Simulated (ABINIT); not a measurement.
```json
{"subject": "BiOCl (P4/nmm): G0W0 with ABINIT, start to end", "lattice_ang": [[3.8855, 0.0, 0.0], [0.0, 3.8855, 0.0], [0.0, 0.0, 7.3489]], "atoms": [["Bi", 0.5, 0.0, 0.329], ["Bi", 0.0, 0.5, 0.671], ["Cl", 0.0, 0.5, 0.1472], ["Cl", 0.5, 0.0, 0.8528], ["O", 0.0, 0.0, 0.5], ["O", 0.5, 0.5, 0.5]], "method": "RPA screening on PBEsol, plane waves, norm-conserving pseudopotentials (and 2 further levels or steps)", "program": "ABINIT 10.8.3", "settings": "cutoff 42 Ha, PseudoDojo scalar-relativistic 0.4 stringent, norm-conserving, potential set dojo-sr-pbesol-0.4-stringent, ngkpt (4, 4, 2), nband 90, ecuteps 3.6 Ha, inclvkb 2, shiftk (0, 0, 0), symchi 1, awtr 1, frequency ppm, 4×4×2 k-mesh", "cost": "5 runs, 7.7 min in all on 4 MPI ranks of Intel Xeon Platinum 8488C (Sapphire Rapids), shared host", "notes": "The cell and positions come from the Crystallography Open Database and are kept as given unless a step says otherwise. Limits: no spin-orbit coupling. Local fields lower the RPA ε∞ on this mesh from 6.85 to 6.05; a Γ-centred mesh this coarse tends to raise both, most where the direct gap is narrow, while a short band sum lowers them. The calculation has static nuclei and no excitons; a measured gap holds zero-point and thermal motion, which mostly lowers it. With atoms this heavy the missing spin-orbit coupling may be the largest error. The 4×4×2 mesh is coarse for this cell, which bears on the long-range parts of exchange and screening.", "results": {"pbesol_gap": "2.55 eV, indirect", "g0w0_gap_on_the_mesh": "3.77 eV", "g0w0_gap_over_the_zone_rigid_shift": "3.69 eV", "gw_settings": "4×4×2 mesh, 90 bands, screening to 98 eV, Godby-Needs plasmon pole", "known_limits": "short of the basis limit; no spin-orbit coupling; coarse k mesh"}}
```

[Long decimals in the printed logs are rounded to 6 places.]

[Logs are printed without paths, hosts, clocks, repeated set-up lines and the standing remarks that a program may print on its own settings, such as how far it seeks lower states.]

[Paths, hosts, dates, memory and timing lines, banners, echoed tables and standing remarks are left out of the program output; an Ansatz launch command may be rebuilt from the run's recorded settings. Measured values are a selection of at most five: reports struck by readers or far from the other reports are left out. None is set beside runs whose start may be inverted or whose files or cutoffs have a known fault.]

[Runs of the session that timed out or met a known fault of the program may be left out.]

[Hosts, paths, dates, database ids (printed as entryN), source tags and the programs' standing remarks are cut or masked in the printed files.]

[G0W0 gaps are taken among the corrected bands and points alone; a level outside them can change the order at an edge.]

[Where Ansatz stands beside ABINIT at settings called matched, ABINIT's density can come from a denser mesh and the files from another edition; pairs whose starting gaps differed by over 0.03 eV were left out, so agreement reads better than it is.]
